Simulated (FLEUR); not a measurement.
# Co (volume factor 0.88 on the database's cell): from one collinear state to anisotropy, part 2 of 2

Wanted: anisotropy for Co (volume factor 0.88 on the database's cell), with the cost of each step.

FLEUR MaX-R8.1; PBE; all-electron FLAPW, Dirac cores, scalar-relativistic bands.

So far. Step 2 (Reference state): After 19 cycles the largest moment stands at 1.57 μB.

## (5) Spin–orbit coupling, moments along [001]

Level of this step: PBE; all-electron FLAPW, Dirac cores, scalar-relativistic bands with spin-orbit coupling (FLEUR).

Spin–orbit coupling ties the spins to the lattice and lets orbital moments form.

A new self-consistent run of the start ferro ++, with the moments along z. The k list default-1 (kpts.xml, not shown) is a Γ-centred 27×27×15 mesh.

File inp.xml:

```
<?xml version="1.0" encoding="UTF-8" standalone="no"?>
<fleurInput fleurInputVersion="0.39">
   <comment>
      Co
   </comment>
   <calculationSetup>
      <cutoffs Kmax="3.73" Gmax="11.2" GmaxXC="11.2" numbands="74"/>
      <scfLoop itmax="110" minDistance="0.00002" maxIterBroyd="15" imix="Anderson" alpha="0.05" precondParam="0.0" spinf="2.0" sdNocoIR="T"/>
      <coreElectrons ctail="T" frcor="F" kcrel="0" coretail_lmax="0"/>
      <xcFunctional name="pbe" relativisticCorrections="F"/>
      <magnetism jspins="2"/>
      <soc l_soc="T" theta="0.0" phi="0.0" spav="F"/>
      <expertModes spex="0" secvar="F"/>
      <geometryOptimization l_f="F" forcealpha="1.0" forcemix="BFGS" epsdisp="0.00001" epsforce="0.00001"/>
      <ldaU l_linMix="F" mixParam="0.05" spinf="1.0"/>
   </calculationSetup>
   <cell>
      <bzIntegration valenceElectrons="34.0" mode="hist" fermiSmearingEnergy="0.00183747">
         <kPointListSelection listName="default-1"/>
         <xi:include xmlns:xi="http://www.w3.org/2001/XInclude" href="kpts.xml"> </xi:include>
      </bzIntegration>
      <xi:include xmlns:xi="http://www.w3.org/2001/XInclude" href="sym.xml"> </xi:include>
      <bulkLattice scale="1.0">
         <bravaisMatrix>
            <row-1>    4.5406362615408895    -0.0000000058770482     0.0000000000000000</row-1>
            <row-2>   -2.2703181256681844     3.9323063547856689     0.0000000000000000</row-2>
            <row-3>    0.0000000000000000     0.0000000000000000     7.3701585396913840</row-3>
         </bravaisMatrix>
      </bulkLattice>
   </cell>
   <atomSpecies>
      <species name="Cobalt (Co2.000" element="Co" atomicNumber="27">
         <mtSphere radius="2.2" gridPoints="727" logIncrement="0.017"/>
         <atomicCutoffs lmax="8" lnonsphr="6"/>
         <electronConfig flipSpins="F">
            <coreConfig>(1s1/2) (2s1/2) (2p1/2) (2p3/2)</coreConfig>
            <valenceConfig>(3s1/2) (3p1/2) (3p3/2) (4s1/2) (3d3/2) (3d5/2)</valenceConfig>
            <stateOccupation state="(3d3/2)" spinUp="1.5" spinDown="1.3"/>
            <stateOccupation state="(3d5/2)" spinUp="3.0" spinDown="1.2"/>
         </electronConfig>
         <energyParameters s="4" p="4" d="3" f="4"/>
         <lo type="SCLO" l="0" n="3" eDeriv="0"/>
         <lo type="SCLO" l="1" n="3" eDeriv="0"/>
      </species>
   </atomSpecies>
   <atomGroups>
      <atomGroup species="Cobalt (Co2.000">
         <relPos label="                   1">1.000/3.000 -1.000/3.000 1.000/4.000</relPos>
         <relPos label="                   2">-1.000/3.000 1.000/3.000 -1.000/4.000</relPos>
         <force calculate="T" relaxXYZ="TTT"/>
      </atomGroup>
   </atomGroups>
   <output dos="F" band="F" slice="F">
      <bandDOS minEnergy="-.5*Htr" maxEnergy="0.5*Htr" sigma="0.015" storeEVData="T"/>
      <plotting iplot="0" polar="F">
         <plot TwoD="T" vec1="  1.0  0.0  0.0" vec2="  0.0  1.0  0.0" vec3="  0.0  0.0  1.0" zero="  0.0  0.0  0.0" file="plot"/>
      </plotting>
      <moessbauerParams electricFieldGradient="F" isomerShift="F" coreHyperfine="F" valenceHyperfine="F"/>
   </output>
</fleurInput>
```

File crystal.txt:

```
Co
&input film=F cartesian=F /
2.40280123264  -0.00000000311  0.00000000000
-1.20140061362  2.08088690927  0.00000000000
0.00000000000  0.00000000000  3.90011994000
1.8897261246
1.0 1.0 1.0

2
27 0.33333333333  0.66666666667  0.25000000000 : 2.000
27 0.66666666667  0.33333333333  0.75000000000 : 2.000

&soc 0.0000000 0.0000000 /
&kpt div1=27 div2=27 div3=15 gamma=T /
```

Command:

```bash
> OMP_NUM_THREADS=1 inpgen -f crystal.txt > inpgen.log  # inp.xml is then edited as shown
> OMP_NUM_THREADS=1 mpirun -n 8 fleur_MPI > fleur.log
```

The log of the run:

```text
[banner, memory and clock lines left out]
Welcome to FLEUR        (www.flapw.de)
      MaX-Release 8.1          (www.max-centre.eu)

 ========== k-point set info ==========
 Selected k-point list: default-1
 k-point list type: mesh
 27 x 27 x 15
 Number of k points: 984

 [... set-up left out ...]
 Iteration:     1   Distance:      11.71708951 me/bohr^3
 Iteration:     2   Distance:       9.57141284 me/bohr^3
 Iteration:     3   Distance:       5.95849333 me/bohr^3
 Iteration:     4   Distance:       1.78540017 me/bohr^3
 Iteration:     5   Distance:       0.53747159 me/bohr^3
 Iteration:     6   Distance:       0.27022678 me/bohr^3
 Iteration:     7   Distance:       0.07093721 me/bohr^3
 Iteration:     8   Distance:       0.03438919 me/bohr^3
 Iteration:     9   Distance:       0.01572144 me/bohr^3
 Iteration:    10   Distance:       0.00689412 me/bohr^3
 Iteration:    11   Distance:       0.00711016 me/bohr^3
 Iteration:    12   Distance:       0.00288111 me/bohr^3
 Iteration:    13   Distance:       0.00083610 me/bohr^3
 Iteration:    14   Distance:       0.00089911 me/bohr^3
 Iteration:    15   Distance:       0.00015971 me/bohr^3
 Iteration:    16   Distance:       0.00015442 me/bohr^3
 Iteration:    17   Distance:       0.00004716 me/bohr^3
 Iteration:    18   Distance:       0.00000779 me/bohr^3

 ********************************************************************
 Run finished successfully
 Stop message:
   all done
 ********************************************************************

--- out.xml (last complete iteration) ---
<iteration numberForCurrentRun="   18" overallNumber="   18">
         [... left out ...]
         <bandgap value="0.0000000000" units="eV"/>
         <sumValenceSingleParticleEnergies value="-26.9343008338" units="Htr"/>
         <FermiEnergy value="0.4275458935" units="Htr"/>
         [... left out ...]
         <magneticMomentsInMTSpheres units="muBohr">
            <globalMagMoment atomType="1" vec="0.00000   0.00000   1.57780"/>
         </magneticMomentsInMTSpheres>
         <orbitalMomentsInMTSpheres units="muBohr">
            <globalMagMoment atomType="1" vec="0.00000   0.00000   0.05843"/>
         </orbitalMomentsInMTSpheres>
         [... left out ...]
         <totalEnergy value="    -2786.9448377100" units="Htr">
            <sumOfEigenvalues value="    -1600.5455723435">
               <coreElectrons value="-1573.6112715098"/>
               <valenceElectrons value="-26.9343008338"/>
            </sumOfEigenvalues>
         [... left out ...]
            <freeEnergy value="-2786.9453259801"/>
            <extrapolationTo0K value="-2786.9450818451"/>
         </totalEnergy>
         <densityConvergence units="me/bohr^3">
            <chargeDensity spin="1" distance="0.0000043798"/>
            <chargeDensity spin="2" distance="0.0000053772"/>
            <overallChargeDensity distance="0.0000059545"/>
            <spinDensity distance="0.0000077934"/>
         </densityConvergence>
      </iteration>
```

Elapsed: 2.6 min, on 8 MPI ranks of Arm Neoverse V2, shared host; peak memory 1.1 GiB.

Read from the output:

```yaml
free_energy: -75836.6457 eV
program_s_band_gap_on_this_mesh_in_a_metal_only_a_level_spacing: 0 eV
magnetization: 3.046 μB
final_state: ferromagnetic
largest_moment: 1.578 μB
orbital_moment_along_the_spin: 0.05843 μB
```

Orbital moment in the sphere, along the spin axis by atom:

```tsv
atom	orbital moment in the sphere, along the spin axis (μB)
Co1	0.0584
Co2	0.0584
```

## (6) Results

```yaml
reference_state: ferromagnetic
largest_sphere_moment: 1.57 μB
easy_direction_of_those_tried: not resolved
energy_along_100_less_001_force_theorem: -0.0217 meV a primitive cell
orbital_moment_on_the_atom_of_largest_spin_along_its_spin_spin_orbit_run: 0.0584 μB
```

What this shows: The lowest directions differ by less than these runs resolve; shape anisotropy is not included. The difference for the second direction goes from -0.0030 meV (mesh 18×18×10, 74 states, 7.2 min of CPU time) to -0.022 meV (mesh 27×27×15, 74 states, 24 min), so it is not converged. The orbital moment is parallel to the spin, as Hund's third rule has it for a shell over half filled. The state was typed, and no other order was converged beside it, so it need not be the ground state.

[Logs and program files are shortened in this print: banners, set-up blocks, solver, clock and traceback lines can be left out without a mark of their own.]

[Logs are printed without paths, hosts, clocks, repeated set-up lines and the standing remarks that a program may print on its own settings, such as how far it seeks lower states.]

[Hosts, paths, dates, database ids (printed as entryN), source tags and the programs' standing remarks are cut or masked in the printed files.]

[Where a cell is said to come from a database of computed structures, the database is the Materials Project.]
